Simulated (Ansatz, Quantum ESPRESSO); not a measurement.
# Screening and band shifts of Zr2CO2 MXene, 1 layer, part 7 of 7

How does Zr2CO2 MXene, 1 layer respond to a gate-like field without added charge?

Quantum ESPRESSO 7.5; plane-wave DFT, LDA, GBRV ultrasoft pseudopotentials; geometry and cross-check by Ansatz 0.2.0 with PAW datasets.

So far. Step 14 (Density by pp.x): The density integrates to 40.000 electrons, as the 40 of the input ask. Step 19 (The same in Ansatz: field 0.1 V/Å): At 0.1 V/Å Ansatz's dipole is 0.0292 e Å against 0.0292 from pw.x, under another functional.

### Step 23. Self-consistent run, with edir = 1

Another try, with an input changed as a hurried user might.

Contents of f1.bad.in:

```
&control
  prefix = 'f1.bad'
  outdir = './out'
  pseudo_dir = './pseudo'
  calculation = 'scf'
  tprnfor = .true.
  tefield = .true.
  dipfield = .true.
/
&system
  ibrav = 0
  nat = 5
  ntyp = 3
  ecutwfc = 40
  ecutrho = 200
  occupations = 'smearing'
  smearing = 'fd'
  degauss = 0.004
  edir = 1
  emaxpos = 0.97
  eopreg = 0.04
  eamp = 0.00194469
/
&electrons
  conv_thr = 1e-09
  mixing_beta = 0.4
  electron_maxstep = 100
  mixing_mode = 'plain'
/
ATOMIC_SPECIES
  O   15.9990  o_lda_v1.2.uspp.F.UPF
  Zr  91.2240  zr_lda_v1.uspp.F.UPF
  C   12.0110  c_lda_v1.2.uspp.F.UPF
CELL_PARAMETERS angstrom
  3.30647457598971 -0.00000000000000 0.00000000000000
  -1.65323728799486 2.86349097977447 0.00000000000000
  0.00000000000000 0.00000000000000 21.95294679560000
ATOMIC_POSITIONS crystal
  O   0.333333333333 0.666666666667 0.394447800191
  Zr  0.666666666667 0.333333333333 0.436312087964
  C   -0.000000000000 -0.000000000000 0.499999958775
  Zr  0.333333333333 0.666666666667 0.563687873407
  O   0.666666666667 0.333333333333 0.605552279663
K_POINTS automatic
  12 12 1 0 0 0
```

On the command line:

```console
$ OMP_NUM_THREADS=1 mpirun -n 4 pw.x -nk 4 -in f1.bad.in > f1.bad.out
```

Output:

```text
[banner, memory and clock lines left out]
Program PWSCF v.7.5 starts
[citation notice left out]

[...]
bravais-lattice index     =            0
     lattice parameter (alat)  =       6.2483  a.u.
     unit-cell volume          =    1402.6536 (a.u.)^3
     number of atoms/cell      =            5
     number of atomic types    =            3
     number of electrons       =        40.00
     number of Kohn-Sham states=           24
     kinetic-energy cutoff     =      40.0000  Ry
     charge density cutoff     =     200.0000  Ry
     scf convergence threshold =      1.0E-09
     mixing beta               =       0.4000
     number of iterations used =            8  plain     mixing
     Exchange-correlation= SLA  PZ   NOGX NOGC
                           (   1   1   0   0   0   0   0)

[...]
PseudoPot. # 1 for O  read from file:
     ./pseudo/o_lda_v1.2.uspp.F.UPF
     Pseudo is Ultrasoft + core correction, Zval =  6.0
     Generated by new atomic code, or converted to UPF format
     Using radial grid of  737 points,  5 beta functions with:
                l(1) =   0
                l(2) =   0
                l(3) =   1
                l(4) =   1
                l(5) =   2
     Q(r) pseudized with  8 coefficients,  rinner =    0.900   0.900   0.900
                                                       0.900   0.900

     PseudoPot. # 2 for Zr read from file:
     ./pseudo/zr_lda_v1.uspp.F.UPF
     Pseudo is Ultrasoft + core correction, Zval = 12.0
     Generated by new atomic code, or converted to UPF format
     Using radial grid of  887 points,  6 beta functions with:
                l(1) =   0
                l(2) =   0
                l(3) =   1
                l(4) =   1
                l(5) =   2
                l(6) =   2
     Q(r) pseudized with  6 coefficients,  rinner =    1.200   1.200   1.200
                                                       1.200   1.200

     PseudoPot. # 3 for C  read from file:
     ./pseudo/c_lda_v1.2.uspp.F.UPF
     Pseudo is Ultrasoft + core correction, Zval =  4.0
     Generated by new atomic code, or converted to UPF format
     Using radial grid of  721 points,  4 beta functions with:
                l(1) =   0
                l(2) =   0
                l(3) =   1
                l(4) =   1
     Q(r) pseudized with  8 coefficients,  rinner =    1.100   1.100   1.100

     atomic species   valence    mass     pseudopotential
     O                 6.00    15.99900     O ( 1.00)
     Zr               12.00    91.22400     Zr( 1.00)
     C                 4.00    12.01100     C ( 1.00)

     No symmetry found

[...]
number of k points=    74  Fermi-Dirac smearing, width (Ry)=  0.0040
[...]
Dense  grid:    66985 G-vectors     FFT dimensions: (  30,  30, 192)

     Smooth grid:    48107 G-vectors     FFT dimensions: (  25,  25, 180)

     Check: negative core charge=   -0.000001

     Initial potential from superposition of free atoms

     starting charge      39.9964, renormalised to      40.0000

     negative rho (up, down):  1.181E-01 0.000E+00

     Adding external electric field

     Computed dipole along edir(1) :
        Dipole               -4.4739 Ry au,        -11.3714 Debye
        Dipole field         -0.0401 Ry au,

        E field amplitude [Ha a.u.]:  1.9447E-03
        Potential amp.        0.5042 Ry
        Total length          5.9984 bohr

     Starting wfcs are   38 randomized atomic wfcs

     per-process dynamical memory:    91.5 Mb

     Self-consistent Calculation

     iteration #  1     ecut=    40.00 Ry     beta= 0.40
     Davidson diagonalization with overlap
     ethr =  1.00E-02,  avg # of iterations =  2.0

     negative rho (up, down):  1.208E-01 0.000E+00

     Adding external electric field

     Computed dipole along edir(1) :
        Dipole               -3.5861 Ry au,         -9.1150 Debye
        Dipole field         -0.0321 Ry au,

        E field amplitude [Ha a.u.]:  1.9447E-03
        Potential amp.        0.4088 Ry
        Total length          5.9984 bohr

     total energy              =    -274.55140918 Ry
     estimated scf accuracy    <       1.94302664 Ry

     iteration #  2     ecut=    40.00 Ry     beta= 0.40
[...]
negative rho (up, down):  1.224E-01 0.000E+00

[...]
Dipole               -3.3373 Ry au,         -8.4825 Debye
[...]
E field amplitude [Ha a.u.]:  1.9447E-03
[...]
total energy              =    -275.04155602 Ry
     estimated scf accuracy    <       0.24455191 Ry

     iteration #  3     ecut=    40.00 Ry     beta= 0.40
[...]
negative rho (up, down):  1.228E-01 0.000E+00

[...]
Dipole               -3.3295 Ry au,         -8.4626 Debye
[...]
E field amplitude [Ha a.u.]:  1.9447E-03
[...]
total energy              =    -275.06232199 Ry
     estimated scf accuracy    <       0.22910856 Ry

     iteration #  4     ecut=    40.00 Ry     beta= 0.40
[...]
negative rho (up, down):  1.238E-01 0.000E+00

[...]
Dipole               -3.3036 Ry au,         -8.3970 Debye
[...]
E field amplitude [Ha a.u.]:  1.9447E-03
[...]
total energy              =    -275.08400034 Ry
     estimated scf accuracy    <       0.01746700 Ry

     iteration #  5     ecut=    40.00 Ry     beta= 0.40
[...]
negative rho (up, down):  1.244E-01 0.000E+00

[...]
Dipole               -3.2362 Ry au,         -8.2256 Debye
[...]
E field amplitude [Ha a.u.]:  1.9447E-03
[...]
total energy              =    -275.08585135 Ry
     estimated scf accuracy    <       0.00869640 Ry

     iteration #  6     ecut=    40.00 Ry     beta= 0.40
[...]
negative rho (up, down):  1.248E-01 0.000E+00

[...]
Dipole               -3.2158 Ry au,         -8.1737 Debye
[...]
E field amplitude [Ha a.u.]:  1.9447E-03
[...]
total energy              =    -275.08581414 Ry
     estimated scf accuracy    <       0.00237225 Ry

[...]
iteration # 12     ecut=    40.00 Ry     beta= 0.40
[...]
negative rho (up, down):  1.249E-01 0.000E+00

[...]
Dipole               -3.2295 Ry au,         -8.2087 Debye
[...]
E field amplitude [Ha a.u.]:  1.9447E-03
[...]
total energy              =    -275.08622425 Ry
     estimated scf accuracy    <       0.00000038 Ry

     iteration # 13     ecut=    40.00 Ry     beta= 0.40
[...]
negative rho (up, down):  1.249E-01 0.000E+00

[...]
Dipole               -3.2296 Ry au,         -8.2089 Debye
[...]
E field amplitude [Ha a.u.]:  1.9447E-03
[...]
total energy              =    -275.08622427 Ry
     estimated scf accuracy    <       0.00000004 Ry

     iteration # 14     ecut=    40.00 Ry     beta= 0.40
[...]
negative rho (up, down):  1.249E-01 0.000E+00

[...]
Dipole               -3.2296 Ry au,         -8.2088 Debye
[...]
E field amplitude [Ha a.u.]:  1.9447E-03
[...]
total energy              =    -275.08622428 Ry
     estimated scf accuracy    <          6.3E-09 Ry

     iteration # 15     ecut=    40.00 Ry     beta= 0.40
[...]
negative rho (up, down):  1.249E-01 0.000E+00

[...]
Dipole               -3.2296 Ry au,         -8.2088 Debye
[...]
E field amplitude [Ha a.u.]:  1.9447E-03
[...]
End of self-consistent calculation

          k = 0.0000 0.0000 0.0000 (  6023 PWs)   bands (ev):

   -48.9361 -48.5167 -27.2553 -26.7976 -26.7548 -26.7260 -26.3333 -26.3001
   -18.1990 -17.6786  -9.6307  -5.3974  -5.1871  -5.1328  -4.6971  -4.6648
    -4.2902  -1.3736  -0.1871  -0.0682   1.6274   1.6406   2.0896   3.0141

          k = 0.0000 0.0962 0.0000 (  5999 PWs)   bands (ev):

   -48.9308 -48.5113 -27.2410 -26.8456 -26.7930 -26.7090 -26.3892 -26.3175
   -18.1551 -17.6407  -9.6410  -5.3695  -5.1662  -5.0711  -4.7079  -4.6315
    -4.1806  -1.2433  -0.7132  -0.3432   1.6179   1.9399   2.2096   3.0737

[...]
the Fermi energy is     0.3084 ev

!    total energy              =    -275.08622428 Ry
     estimated scf accuracy    <          7.8E-11 Ry
     smearing contrib. (-TS)   =      -0.00000115 Ry
     internal energy E=F+TS    =    -275.08622312 Ry

     The total energy is F=E-TS. E is the sum of the following terms:
     one-electron contribution =   -2218.10839239 Ry
     hartree contribution      =    1112.06296333 Ry
     xc contribution           =     -53.39090233 Ry
     ewald contribution        =     884.24410244 Ry
     electric field correction =       0.10600583 Ry

     convergence has been achieved in  15 iterations

     negative rho (up, down):  1.249E-01 0.000E+00

     Forces acting on atoms (cartesian axes, Ry/au):

     atom    1 type  1   force =    -0.19455586   -0.11232688    0.02316270
     atom    2 type  2   force =     0.06510711    0.03758965   -0.00457857
     atom    3 type  3   force =     0.27138588    0.15668470    0.00278938
     atom    4 type  2   force =     0.03319264    0.01916377   -0.00045527
     atom    5 type  1   force =    -0.17512977   -0.10111124   -0.02091824

     Total force =     0.444621     Total SCF correction =     0.000040

[...]
```

Wall time 58 s (4 MPI ranks of Arm Neoverse V2, shared host); peak memory 0.66 GiB.

Residual by cycle:

cycle, log10 residual and a bar from the least value:
```
        1        0.3 ##############################
        2       -0.6 ###########################
        4       -1.8 ########################
        5       -2.1 #######################
        6       -2.6 ######################
        7       -3.6 ###################
        9       -4.6 ################
       10       -5.0 ###############
       11       -6.1 ############
       12       -6.4 ###########
       14       -8.2 ######
       15      -10.1
```

The SCF loop closed, but a setting was changed on purpose, so the numbers serve as a test and not as the result.

The fault put into the input: the field along an axis without vacuum (system.edir = 1).

The sawtooth now points along the plane and cuts through the slab, so dipole and levels describe no physical state.

### Step 24. By hand

α = Δp/E = (0.02921 − (0.00000)) e Å / 0.1 V/Å = 0.2921 e Å²/V; times e/(4πε₀) = 14.40 V Å this is 4.206 Å³. With A = 9.468 Å², 4πα/A = 5.582 Å.

### Step 25. Results

```json
{"polarisability along the normal, a cell": "4.21 Å³", "sheet polarisability 4πα/A": "5.58 Å", "dipole without a field": "0 e·Å", "Kohn-Sham ionisation potential, upper face": "5.69 eV", "gap along the path at 0 V/Å": "0.90 eV", "gap along the path at 0.2 V/Å": "0.90 eV", "gap along the path at -0.2 V/Å": "0.90 eV"}
```

**Reading.** The sheet answers a field with a polarisability of 4.21 Å³ a cell, or 4πα/A = 5.58 Å (LDA, GBRV ultrasoft). In pw.x the dipole follows the field linearly over the range tried. A perfect conductor 5.58 Å thick would screen alike; the outer atoms lie 4.63 Å apart. At 0.1 V/Å the sheet takes 0.558 eV off the potential drop. At 0.2 V/Å the gap along the path is unchanged within 0.01 eV. Quantum ESPRESSO and Ansatz give 4.206 and 4.203 Å³ for the polarisability (pw.x from 0 and 0.1 V/Å, Ansatz from ±0.1 V/Å, under PBE), which agree. The ions stay at their zero-field places, so this is the electrons' response alone. Semilocal gaps are too small, and in strong fields empty levels can belong to the vacuum. Spin-orbit coupling is left out; depending on the atoms that carry the levels of interest, it can split and shift them by tens to hundreds of meV.

[Logs are printed without paths, hosts, clocks, repeated set-up lines and the standing remarks that a program may print on its own settings, such as how far it seeks lower states.]

[Hosts, paths, dates, database ids (printed as entryN), source tags and the programs' standing remarks are cut or masked in the printed files.]

[Maps of the electrostatic potential energy from Ansatz leave out the sawtooth potential of an applied field or a dipole correction, so their vacuum need not be flat; planar profiles and work functions include it.]
